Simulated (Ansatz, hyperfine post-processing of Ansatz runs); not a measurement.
# A contact shift by hand: 7Li in Na2LiCrF6

A spin-polarised calculation (DFT, PBE+U, plane-wave PAW, default files (PAW set soft_2), collinear spin, scalar-relativistic; Ansatz) with all Cr moments parallel (S = 1.5 each) puts a spin density ρ↑ − ρ↓ of -0.01412 e/Å³, counted along the moments, at one Li nucleus (6 Cr through links of 180° (6)). Take g = 2, spin-only moments and Θ = 0 K (a pure Curie law); γ/2π of 7Li is 16.5483 MHz/T.

**Task.** Find the contact field, the hyperfine constant and the contact shift at 320 K and 400 K, supposing that the crystal is a paramagnet with these local moments at both.

1. A spin density ρ_s carries a moment density μB ρ_s, and the contact field is B_c = (2μ₀/3) μB ρ_s. For 1 e/Å³ that is 7.769 T, so B_c = -0.1097 T.

2. With H = A S·I summed over the ions, A = γB_c/(2πS) = 16.5483 × −0.1097 / 1.5 = -1.21 MHz.

3. In a field B0 the paramagnet reaches only a fraction of saturation, M/M_sat = g μB (S + 1) B0 / [3 k_B (T − Θ)]. At 320 K this is 3.4985e-03 per tesla, or 2.47 % at 7.05 T.

4. The shift is that fraction of B_c over B0, so B0 drops out: δ = -0.1097 × 3.4985e-03 × 10⁶ = -384 ppm at 320 K.

5. At 400 K it scales by (320 − Θ)/(400 − Θ) = 0.800, to -307 ppm.

6. The sign says that the spin at the nucleus is opposite to the Cr moments, as where spin polarisation outweighs delocalisation. Over this level and the 2 others of the session's ladder with the same moment and an open gap (any hybrids aside), the field runs from -0.111 to -0.102 T. Orbital and pseudocontact parts are not included.

[Hosts, paths, dates, database ids (printed as entryN), source tags and the programs' standing remarks are cut or masked in the printed files.]
